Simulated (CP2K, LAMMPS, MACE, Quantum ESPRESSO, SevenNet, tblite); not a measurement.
# Bulk modulus two ways: glassy 68SiO2-14MgO-11ZnO-7BaO (mol %) (75 atoms), CP2K double zeta, PBE

The cell holds 75 atoms (19 Si, 4 Mg, 3 Zn, 2 Ba and 47 O). Recipe: 75 atoms (19 Si, 4 Mg, 3 Zn, 2 Ba, 47 O) placed at random at 3.37 g/cm³, melted at 4000 K for 10 ps at fixed volume with the Morse and Coulomb pair potential with partial charges (Pedone, Malavasi, Menziani, Cormack and Segre, J. Phys. Chem. B 110, 11780 (2006)). Quenched from 4000 K to 300 K at 25 K/ps and fixed volume, held 5 ps, then minimised at fixed cell. Then the atoms were relaxed with SevenNet 0 in the fixed cell.

Calculated with CP2K 2026.2: PBE; DZVP-MOLOPT-SR, GTH-PBE potentials, 1200 Ry; k-points Γ. The cell is scaled evenly by ±3 % in volume, and SevenNet 0 relaxes the atoms at each volume before the single point.

| volume (Å³/atom) | energy less the middle row's (meV/atom) | pressure (GPa) |
| --- | --- | --- |
| 11.802 | 4.672 | 4.133 |
| 12.167 | 0.000 | 1.546 |
| 12.532 | -0.913 | -0.294 |

**Question.** Find the bulk modulus at the middle volume from the pressures and from the energies, and check the printed pressure against the slope of the energy (1 meV/Å³ = 0.16022 GPa).

Worked:

The step is h = 0.3650 Å³. From pressures: B = −V dP/dV = 12.167 × (4.133 − (-0.294)) / (2 × 0.3650) = 73.8 GPa.

From energies: B = V d²E/dV² = 12.167 × (4.672 + (-0.913)) / 0.3650² = 343.3 meV/Å³ = 55.0 GPa.

Slope: P = −dE/dV = −(-0.913 − (4.672)) / (2 × 0.3650) = 7.65 meV/Å³ = 1.23 GPa, against 1.55 GPa printed.

The modulus from energies lies 25 % under that from pressures.

A central difference over ±3 % overstates P by about B(1 + B′)(0.03)²/6, some 0.06 GPa for B′ = 4, which is small against the gap found. The atoms follow SevenNet 0, so this level's forces do work along the path, which enters the energies but not the printed pressures.

Limits: three points, a static cell at zero temperature, the cell shape held; the modulus is that at 1.5 GPa, not at zero pressure.

[Hosts, paths, dates, database ids (printed as entryN), source tags and the programs' standing remarks are cut or masked in the printed files.]
